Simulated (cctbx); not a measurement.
## NdCoS3 with cctbx, script by script

Library: cctbx 2025.11. The data are simulated by the first script.

## 1. Simulate the data

run.py:

```python
from cctbx import adptbx, crystal, miller, sgtbx, xray
from cctbx.array_family import flex
from iotbx.shelx import hklf
from scitbx import matrix
import scitbx.random

cs = crystal.symmetry(unit_cell=(7.526, 7.526, 14.119, 90, 90, 120), space_group_symbol='Hall: P 6c -2')  # P6_3cm
atoms = [  # label, site, U (iso, or U11 U22 U33 U12 U13 U23 in A^2), occupancy
    ("Nd1", (0, 0, 0.7749), (0.0106, 0.0106, 0.0089, 0.0053, 0.0000, 0.0000), 1),
    ("Nd2", (2/3, 1/3, 0.7306), (0.0206, 0.0206, 0.0168, 0.0103, 0.0000, 0.0000), 1),
    ("Co1", (0, 0.6686, 0.4994), (0.0220, 0.0217, 0.0223, 0.0110, 0.0000, -0.0013), 1),
    ("S1", (0, 0.3034, 0.1616), (0.0274, 0.0293, 0.0490, 0.0137, 0.0000, 0.0057), 1),
    ("S2", (0, 0.3556, 0.8428), (0.0229, 0.0280, 0.0252, 0.0115, 0.0000, 0.0002), 1),
    ("S3", (0, 0, 0.9777), (0.0314, 0.0314, 0.0348, 0.0157, -0.0000, 0.0000), 1),
    ("S4", (2/3, 1/3, 0.5188), (0.0309, 0.0309, 0.0155, 0.0154, 0.0000, 0.0000), 1),
]
xs = xray.structure(crystal_symmetry=cs)
for label, site, u, occ in atoms:
    u = adptbx.u_cif_as_u_star(cs.unit_cell(), u) if isinstance(u, tuple) else u
    xs.add_scatterer(xray.scatterer(label, site=site, u=u, occupancy=occ))
xs.set_inelastic_form_factors(0.71073, "sasaki")
xs.show_summary()
p1 = xs.expand_to_p1()
ms = miller.build_set(p1, anomalous_flag=True, d_min=0.77)
flex.set_random_seed(824801)
scitbx.random.set_random_seed(824801)
ms = ms.select(flex.random_double(ms.size()) < 0.8)
i = ms.structure_factors_from_scatterers(p1, algorithm="direct").f_calc().as_intensity_array().data()
i = i * 20000 / flex.max(i)
sig = flex.sqrt(i + flex.pow2(0.015 * i) + 15 ** 2)
noise = scitbx.random.variate(scitbx.random.normal_distribution())(i.size())
data = ms.array(data=i + sig * noise, sigmas=sig).set_observation_type_xray_intensity()
with open("data.hkl", "w") as f:
    data.export_as_shelx_hklf(f)
print("reflections written:", data.size(), " <I/sigma> = %.1f" % flex.mean(data.data() / data.sigmas()))
for h, a, b in list(data.sort("data"))[:12]:
    print("%4d%4d%4d %9.1f %7.1f" % (h + (a, b)))
```

```console
$ python run.py
```

```text
Number of scatterers: 7
At special positions: 7
Unit cell: (7.526, 7.526, 14.119, 90, 90, 120)
Space group: P 63 c m (No. 185)
reflections written: 5041  <I/sigma> = 9.2
   3   0   0   20248.4   332.0
  -3   3   0   20244.9   332.0
   3  -3   0   20020.3   332.0
   0   3   0   19669.9   332.0
  -3   0   0   19608.0   332.0
   0   0  -4    9855.9   178.7
   0   0   4    9837.0   179.3
   3   3   0    8098.2   147.7
  -6   3   0    7790.5   147.7
  -3  -3   0    7678.5   147.7
   3   0   4    6235.3   121.1
   3   0  -4    6183.5   120.6
```

It took 0.26 s on 1 thread of Arm Neoverse V2 (shared host), peak memory 0.07 GiB.

## 2. Symmetry

run.py:

```python
from cctbx import crystal, sgtbx, statistics
from cctbx.array_family import flex
from iotbx.shelx import hklf

p1 = crystal.symmetry(unit_cell=(7.526, 7.526, 14.119, 90, 90, 120), space_group_symbol="P 1")
raw = hklf.reader(file_name="data.hkl").as_miller_arrays(crystal_symmetry=p1, anomalous=True)[0]
print(raw.size(), "reflections to d = %.3f A" % raw.d_min())
isig = raw.data() / raw.sigmas()
print("centring   violations  <I/sigma> of those")
best = "P"
for c in "ABCIRF":
    a = raw.customized_copy(space_group_info=sgtbx.space_group_info("Hall: %s 1" % c)).sys_absent_flags().data()
    m = flex.mean(isig.select(a))
    print("%5s %10d of %5d %8.1f" % (c, (isig.select(a) > 4).count(True), a.count(True), m))
    if (isig.select(a) > 4).count(True) < 0.01 * a.count(True):
        best = c
raw = raw.select(~raw.customized_copy(space_group_info=sgtbx.space_group_info("Hall: %s 1" % best)).sys_absent_flags().data())
isig = raw.data() / raw.sigmas()
rows = []
for s in sgtbx.space_group_symbol_iterator():
    g = sgtbx.space_group(s)
    if g.conventional_centring_type_symbol() != best or not g.is_compatible_unit_cell(p1.unit_cell(), 1e-3, 0.02):
        continue
    rows.append((s, g))
print("Laue class    unique    Rint  (classes that these axes allow; Friedel mates merged)")
rint = {}
for s, g in rows:
    laue = g.build_derived_patterson_group()
    key = laue.type().hall_symbol()
    if key not in rint:
        m = raw.customized_copy(space_group_info=laue.info(), anomalous_flag=False).merge_equivalents()
        rint[key] = m.r_int()
        print("%-14s %6d %7.3f" % (laue.type().lookup_symbol(), m.array().size(), m.r_int()))
floor = min(rint.values())
good = [(s, g) for s, g in rows if rint[g.build_derived_patterson_group().type().hall_symbol()] < 2 * floor + 0.03]
top = max(g.build_derived_patterson_group().order_z() for s, g in good)
print("space group    extra absences  I>4sigma  <I/sigma>")
for s, g in good:
    laue = g.build_derived_patterson_group()
    if laue.order_z() != top:
        continue
    a = raw.customized_copy(space_group_info=g.info()).sys_absent_flags().data()
    a &= ~raw.customized_copy(space_group_info=laue.info()).sys_absent_flags().data()
    bad = (isig.select(a) > 4).count(True)
    if bad <= 0.03 * a.count(True):
        print("%-16s %8d %10d %9s  %s" % (s.universal_hermann_mauguin(), a.count(True), bad, "%.1f" % flex.mean(isig.select(a)) if a.count(True) else "-", "centric" if g.is_centric() else "acentric"))
laue = max(good, key=lambda t: t[1].build_derived_patterson_group().order_z())[1].build_derived_patterson_group()
f = raw.customized_copy(space_group_info=laue.info(), anomalous_flag=False).merge_equivalents().array().eliminate_sys_absent().f_sq_as_f()
f.set_observation_type_xray_amplitude()
bins = max(3, min(8, f.size() // 12))
f.setup_binner(n_bins=bins)
w = statistics.wilson_plot(f, {e: n / laue.order_z() for e, n in {'Nd': 6.0, 'Co': 6.0, 'S': 18.0}.items()}, e_statistics=True)
print("Wilson B = %.2f A^2   <|E^2-1|> = %.3f (0.968 centric, 0.736 acentric)   E^2>4: %.1f %%" % (w.wilson_b, w.mean_e_sq_minus_1, w.percent_e_sq_gt_2))
print("shell (A)         n   <I/sigma>")
m = raw.customized_copy(space_group_info=laue.info(), anomalous_flag=False).merge_equivalents().array().eliminate_sys_absent()
for b in m.setup_binner(n_bins=bins).range_used():
    sel = m.binner().selection(b)
    print("%5.2f - %4.2f %6d %8.1f" % (min(m.binner().bin_d_range(b)[0] if m.binner().bin_d_range(b)[0] > 0 else 99, 99), m.binner().bin_d_range(b)[1], sel.count(True), flex.mean((m.data() / m.sigmas()).select(sel))))
```

```console
$ python run.py
```

```text
5041 reflections to d = 0.771 A
centring   violations  <I/sigma> of those
    A       1246 of  2508      9.3
    B       1251 of  2503      9.2
    C       1235 of  2527      9.0
    I       1229 of  2484      9.1
    R       1761 of  3340      9.6
    F       1866 of  3769      9.2
Laue class    unique    Rint  (classes that these axes allow; Friedel mates merged)
P -1             3030   0.038
P 1 1 2/m        1645   0.044
P -3             1067   0.046
P -3 1 m          605   0.048
P -3 m 1          657   0.048
P 6/m             563   0.049
P 6/m m m         379   0.050
space group    extra absences  I>4sigma  <I/sigma>
P 6 2 2                 0          0         -  acentric
P 63 2 2               15          0      -0.3  acentric
P 6 m m                 0          0         -  acentric
P 63 c m              546          0      -0.0  acentric
P -6 m 2                0          0         -  acentric
P -6 c 2              546          0      -0.0  acentric
P -6 2 m                0          0         -  acentric
P 6/m m m               0          0         -  centric
P 63/m c m            546          0      -0.0  centric
Wilson B = 1.41 A^2   <|E^2-1|> = 0.852 (0.968 centric, 0.736 acentric)   E^2>4: 0.9 %
shell (A)         n   <I/sigma>
14.12 - 1.54     65     40.9
 1.54 - 1.22     49     40.9
 1.22 - 1.07     46     29.0
 1.07 - 0.97     48     34.0
 0.97 - 0.90     45     27.1
 0.90 - 0.85     43     29.0
 0.85 - 0.81     43     21.2
 0.81 - 0.77     40     19.5
```

Time: 0.29 s.

## 3. Patterson map

run.py:

```python
from cctbx import crystal, maptbx
from iotbx.shelx import hklf

cs = crystal.symmetry(unit_cell=(7.526, 7.526, 14.119, 90, 90, 120), space_group_symbol='Hall: P 6c -2')  # P6_3cm
raw = hklf.reader(file_name="data.hkl").as_miller_arrays(crystal_symmetry=cs, anomalous=True)[0]
merged = raw.eliminate_sys_absent().merge_equivalents()
fo2 = merged.array().set_observation_type_xray_intensity()
f = fo2.average_bijvoet_mates().f_sq_as_f()
pm = f.patterson_map(symmetry_flags=maptbx.use_space_group_symmetry, sharpening=False, resolution_factor=0.25)
peaks = pm.peak_search(parameters=maptbx.peak_search_parameters(min_distance_sym_equiv=0.4, max_clusters=14)).all()
top = peaks.heights()[0]
print("Patterson group", f.patterson_symmetry().space_group_info())
print("      u       v       w   height  length (A)")
for x, h in zip(peaks.sites(), peaks.heights()):
    y = [t - round(t) for t in x]
    print("%7.3f %7.3f %7.3f %8.1f %8.2f" % (x + (1000 * h / top, cs.unit_cell().length(y))))
```

```console
$ python run.py
```

```text
Patterson group P 6/m m m
      u       v       w   height  length (A)
  0.000   0.000   0.000   1000.0     0.00
  0.000   0.000   0.500    819.9     7.06
  0.333   0.667   0.000    439.7     4.35
  0.333   0.667   0.471    325.8     7.94
  0.333   0.667   0.250    211.8     5.60
  0.000   0.334   0.250    189.7     4.33
  0.000   0.000   0.202    161.9     2.86
  0.000   0.000   0.293    151.8     4.13
  0.000   0.330   0.500    109.8     7.48
  0.333   0.667   0.165     84.7     4.93
  0.000   0.319   0.384     73.0     5.93
  0.000   0.341   0.420     71.2     6.46
  0.000   0.332   0.091     69.7     2.81
  0.000   0.350   0.360     62.5     5.72
```

Time: 0.25 s.

## 4. Charge flipping

run.py:

```python
import itertools
from cctbx import crystal, maptbx
from cctbx.array_family import flex
from iotbx.shelx import hklf
from smtbx.ab_initio import charge_flipping as cf

cs = crystal.symmetry(unit_cell=(7.526, 7.526, 14.119, 90, 90, 120), space_group_symbol='Hall: P 6c -2')  # P6_3cm
raw = hklf.reader(file_name="data.hkl").as_miller_arrays(crystal_symmetry=cs, anomalous=True)[0]
merged = raw.eliminate_sys_absent().merge_equivalents()
fo2 = merged.array().set_observation_type_xray_intensity()
f = fo2.average_bijvoet_mates().f_sq_as_f().resolution_filter(d_min=0.9)
p1 = f.expand_to_p1()
p1.setup_binner_counting_sorted(reflections_per_bin=max(40, p1.size() // 12))
work = p1.array(data=p1.data() / p1.amplitude_quasi_normalisations().data())
flex.set_random_seed(68093)
it = cf.weak_reflection_improved_iterator(delta=None, weak_reflection_fraction=0.2)
it.start(work, phases=flex.random_double(p1.size()) * 6.2832, f_000=0)
it.delta = 1.2 * it.rho_map.sigma()
print("cycle      R  skewness")
for n, st in enumerate(itertools.islice(it, 300)):
    if n % 25 == 0:
        print("%5d %6.3f %8.2f" % (n, st.r1_factor(), st.rho_map.skewness()))
rho = p1.phase_transfer(it.f_calc).fft_map().apply_volume_scaling()
polish = cf.low_density_elimination_iterator(constant_rho_c=rho.sigma())
polish.start(f_obs=p1, phases=it.f_calc, f_000=0)
for _ in range(8):
    next(polish)
print("origin shift          correlation  skewness")
maps = []
for fc, shift, cc in itertools.islice(cf.f_calc_symmetrisations(f, polish.f_calc, 0), 4):
    m = f.phase_transfer(fc).fft_map(symmetry_flags=maptbx.use_space_group_symmetry, resolution_factor=0.25).apply_sigma_scaling()
    maps.append((m.skewness(), cc, m))
    print("%6.3f %6.3f %6.3f %10.3f %9.2f" % (tuple(shift) + (cc, m.skewness())))
skew, cc, m = max((t for t in maps if t[1] > maps[0][1] - 0.04), key=lambda t: t[0])
print("taken: symmetry correlation %.3f, skewness %.2f" % (cc, skew))
peaks = m.peak_search(parameters=maptbx.peak_search_parameters(min_distance_sym_equiv=0.9, max_clusters=12)).all()
sps = cs.special_position_settings(min_distance_sym_equiv=0.5)
print("peak      x       y       z  mult  height/sigma")
for k, (x, h) in enumerate(zip(peaks.sites(), peaks.heights())):
    ss = sps.site_symmetry(x)
    print("Q%-3d %7.4f %7.4f %7.4f %4d %8.1f" % ((k + 1,) + tuple(t % 1 for t in ss.exact_site()) + (ss.multiplicity(), h)))
```

```console
$ python run.py
```

```text
cycle      R  skewness
    0  0.581     0.49
   25  0.367     3.71
   50  0.329     4.31
   75  0.330     4.47
  100  0.268     4.75
  125  0.257     4.57
  150  0.250     4.46
  175  0.246     4.46
  200  0.250     4.52
  225  0.255     4.43
  250  0.245     4.38
  275  0.241     4.45
origin shift          correlation  skewness
 0.833 -0.011 -0.000      0.896      3.68
 0.166  0.654 -0.000      0.895      2.65
 0.829  0.306  0.000      0.865      1.18
 0.163  0.974 -0.000      0.869      1.32
taken: symmetry correlation 0.896, skewness 3.68
peak      x       y       z  mult  height/sigma
Q1    0.0000  0.0000  0.1809    2     19.4
Q2    0.3333  0.6667  0.1417    4      8.9
Q3    0.0000  0.3208  0.0581    6      5.6
Q4    0.3333  0.6667  0.3483    4      5.1
Q5    0.0000  0.3206  0.9069    6      3.7
Q6    0.3333  0.6667  0.2130    4      3.5
Q7    0.0875  0.2299  0.7045   12      3.4
Q8    0.0000  0.4088  0.9789    6      2.4
Q9    0.0000  0.4090  0.4746    6      2.4
Q10   0.1097  0.5421  0.9449   12      2.3
Q11   0.2419  0.4472  0.4563   12      2.3
Q12   0.0710  0.3184  0.7590   12      2.3
```

Time: 0.43 s.

## 5. Refinement (model from the peaks)

run.py:

```python
import math
from cctbx import adptbx, crystal, maptbx, sgtbx, xray
from cctbx.array_family import flex
from cctbx.xray import observations
from iotbx.shelx import hklf
from scitbx.lstbx import normal_eqns_solving
from smtbx import absolute_structure, utils
from smtbx.refinement import constraints, least_squares

cs = crystal.symmetry(unit_cell=(7.526, 7.526, 14.119, 90, 90, 120), space_group_symbol='Hall: P 6c -2')  # P6_3cm
atoms = [  # label, site, U (iso, or U11 U22 U33 U12 U13 U23 in A^2), occupancy
    ("Nd1", (0, 0, 0.1809), 0.0200, 1),
    ("Nd2", (0.3333, 0.6667, 0.1417), 0.0200, 1),
    ("Co1", (0, 0.3208, 0.0581), 0.0200, 1),
    ("S1", (0, 0.3206, 0.9069), 0.0200, 1),
    ("S2", (0.0875, 0.2299, 0.7045), 0.0200, 1),
]
xs = xray.structure(crystal_symmetry=cs)
for label, site, u, occ in atoms:
    u = adptbx.u_cif_as_u_star(cs.unit_cell(), u) if isinstance(u, tuple) else u
    xs.add_scatterer(xray.scatterer(label, site=site, u=u, occupancy=occ))
xs.set_inelastic_form_factors(0.71073, "sasaki")
raw = hklf.reader(file_name="data.hkl").as_miller_arrays(crystal_symmetry=cs, anomalous=True)[0]
merged = raw.eliminate_sys_absent().merge_equivalents()
fo2 = merged.array().set_observation_type_xray_intensity()
print("Rint %.3f, %d unique reflections to %.2f A" % (merged.r_int(), fo2.size(), fo2.d_min()))
for sc in xs.scatterers():
    sc.flags.set_grad_site(True)
    sc.flags.set_grad_u_aniso(sc.flags.use_u_aniso())
    sc.flags.set_grad_u_iso(sc.flags.use_u_iso())
obs = fo2.as_xray_observations()
extra = {}
rep = constraints.reparametrisation(xs, [], utils.connectivity_table(xs), **extra)
ls = least_squares.crystallographic_ls(obs, rep, weighting_scheme=least_squares.mainstream_shelx_weighting(a=0, b=0))
print("cycle     R1     wR2    GooF  max shift (A)")
for cycle in range(6):
    ls.build_up()
    r1, wr2, goof = ls.r1_factor(cutoff_factor=2)[0], ls.wR2(), ls.goof()
    old = xs.sites_cart()
    normal_eqns_solving.levenberg_marquardt_iterations(ls, n_max_iterations=3, tau=0.0001, step_threshold=1e-7)
    big = flex.max((xs.sites_cart() - old).norms())
    print("%4d %7.4f %7.4f %7.3f %9.5f" % (cycle + 1, r1, wr2, goof, big))
    ls.build_up(objective_only=True)
    if abs(ls.wR2() - wr2) < 5e-5 and big < 5e-4:
        break
ls.build_up()
print("final R1 %.4f wR2 %.4f GooF %.3f  parameters %d  data/parameter %.1f" % (ls.r1_factor(cutoff_factor=2)[0], ls.wR2(), ls.goof(), ls.n_parameters, fo2.size() / ls.n_parameters))
cov = ls.covariance_matrix_and_annotations()
su = dict(zip(cov.annotations, (math.sqrt(max(v, 0)) for v in cov.matrix.matrix_packed_u_diagonal())))
a2 = cs.unit_cell().reciprocal_parameters()[0] ** -2
print("atom        x        y        z      Ueq    occ   su(xyz)  su(Uiso or U11)")
for sc in xs.scatterers():
    s = max(su.get(sc.label + k, 0) for k in (".x", ".y", ".z"))
    npd = "" if sc.is_positive_definite_u(cs.unit_cell()) else "  NPD"
    print("%-5s %8.5f %8.5f %8.5f %8.4f %6.3f %8.5f %7.4f%s" % ((sc.label,) + sc.site + (sc.u_iso_or_equiv(cs.unit_cell()), sc.occupancy, s, su.get(sc.label + ".uiso", su.get(sc.label + ".u11", 0) * a2), npd)))
fo = fo2.f_sq_as_f()
fc = fo.structure_factors_from_scatterers(xs, algorithm="direct").f_calc()
diff = fo.f_obs_minus_f_calc(1 / math.sqrt(ls.scale_factor()), fc).average_bijvoet_mates()
m = diff.fft_map(symmetry_flags=maptbx.use_space_group_symmetry, resolution_factor=0.25).apply_volume_scaling()
print("difference map: max %.2f min %.2f rms %.2f" % (m.statistics().max(), m.statistics().min(), m.statistics().sigma()))
peaks = m.peak_search(parameters=maptbx.peak_search_parameters(min_distance_sym_equiv=0.6, max_clusters=7)).all()
near = xs.closest_distances(peaks.sites(), distance_cutoff=4)
sps = cs.special_position_settings(min_distance_sym_equiv=0.5)
for k, (x, h) in enumerate(zip(peaks.sites(), peaks.heights())):
    ss = sps.site_symmetry(x)
    print("Q%-3d %7.4f %7.4f %7.4f %4d %7.2f  %.2f A from %s" % ((k + 1,) + tuple(t % 1 for t in ss.exact_site()) + (ss.multiplicity(), h, near.smallest_distances[k], xs.scatterers()[near.i_seqs[k]].label)))
```

```console
$ python run.py
```

```text
Rint 0.044, 598 unique reflections to 0.77 A
cycle     R1     wR2    GooF  max shift (A)
   1  0.3177  0.6147  24.178   0.06367
   2  0.2565  0.5300  20.844   0.04152
   3  0.2434  0.5011  19.709   0.03419
   4  0.2361  0.4873  19.165   0.02942
   5  0.2310  0.4787  18.829   0.00769
   6  0.2302  0.4779  18.796   0.00750
final R1 0.2294 wR2 0.4771 GooF 18.765  parameters 14  data/parameter 42.7
atom        x        y        z      Ueq    occ   su(xyz)  su(Uiso or U11)
Nd1    0.00000  0.00000  0.18365   0.0001  1.000  0.00051  0.0021
Nd2    0.33333  0.66667  0.13903   0.0076  1.000  0.00044  0.0018
Co1    0.00000  0.31293  0.05678   0.0260  1.000  0.00359  0.0053
S1     0.00000  0.32983  0.90019   0.0001  1.000  0.00528  0.0038
S2     0.07946  0.23713  0.71388   0.0384  1.000  0.00597  0.0091
difference map: max 57.73 min -13.70 rms 2.99
Q1    0.0000  0.0000  0.3864    2   57.80  2.49 A from S1
Q2    0.3333  0.6667  0.4321    4   39.90  2.56 A from S1
Q3    0.3333  0.6667  0.1344    4   27.80  0.06 A from Nd2
Q4    0.0000  0.3334  0.9030    6   24.27  0.05 A from S1
Q5    0.0000  0.0000  0.1852    2   23.47  0.02 A from Nd1
Q6    0.3333  0.6667  0.3593    4   14.03  2.59 A from S1
Q7    0.0000  0.3164  0.0779    6    9.25  0.30 A from Co1
```

Time: 0.61 s.

Figures of merit this high mean that the model is still wrong or incomplete.

## 6. Charge flipping

run.py, as its changes from the last script of this kind:

```diff
@@ -13,3 +13,2 @@
-p1.setup_binner_counting_sorted(reflections_per_bin=max(40, p1.size() // 12))
-work = p1.array(data=p1.data() / p1.amplitude_quasi_normalisations().data())
-flex.set_random_seed(68093)
+work = p1
+flex.set_random_seed(68094)
@@ -20,2 +19,2 @@
-for n, st in enumerate(itertools.islice(it, 300)):
-    if n % 25 == 0:
+for n, st in enumerate(itertools.islice(it, 600)):
+    if n % 50 == 0:
```

```console
$ python run.py
```

```text
cycle      R  skewness
    0  0.583     0.43
   50  0.325     4.11
  100  0.356     4.96
  150  0.361     5.01
  200  0.361     5.08
  250  0.376     4.87
  300  0.357     4.75
  350  0.373     4.73
  400  0.361     4.82
  450  0.365     4.88
  500  0.359     4.88
  550  0.351     4.85
origin shift          correlation  skewness
 0.517  0.919  0.000      0.874      2.52
 0.122  0.825  0.000      0.873      1.52
 0.124  0.169  0.000      0.872      1.11
 0.456  0.839  0.000      0.873      1.45
taken: symmetry correlation 0.874, skewness 2.52
peak      x       y       z  mult  height/sigma
Q1    0.0000  0.0000  0.3470    2     14.4
Q2    0.3333  0.6667  0.1027    4     10.4
Q3    0.3333  0.6667  0.3137    4      9.7
Q4    0.0000  0.0000  0.0686    2      9.2
Q5    0.0000  0.3401  0.5601    6      4.3
Q6    0.0000  0.0000  0.1566    2      3.9
Q7    0.0000  0.3859  0.7838    6      3.6
Q8    0.0000  0.3246  0.7036    6      3.1
Q9    0.0000  0.3368  0.0711    6      2.9
Q10   0.1328  0.2446  0.8803   12      2.9
Q11   0.1512  0.5703  0.5922   12      2.9
Q12   0.0000  0.0000  0.4852    2      2.5
```

It took 0.55 s on 1 thread of Arm Neoverse V2 (shared host), peak memory 0.08 GiB.

[Logs are printed without paths, hosts, clocks, repeated set-up lines and the standing remarks that a program may print on its own settings, such as how far it seeks lower states.]
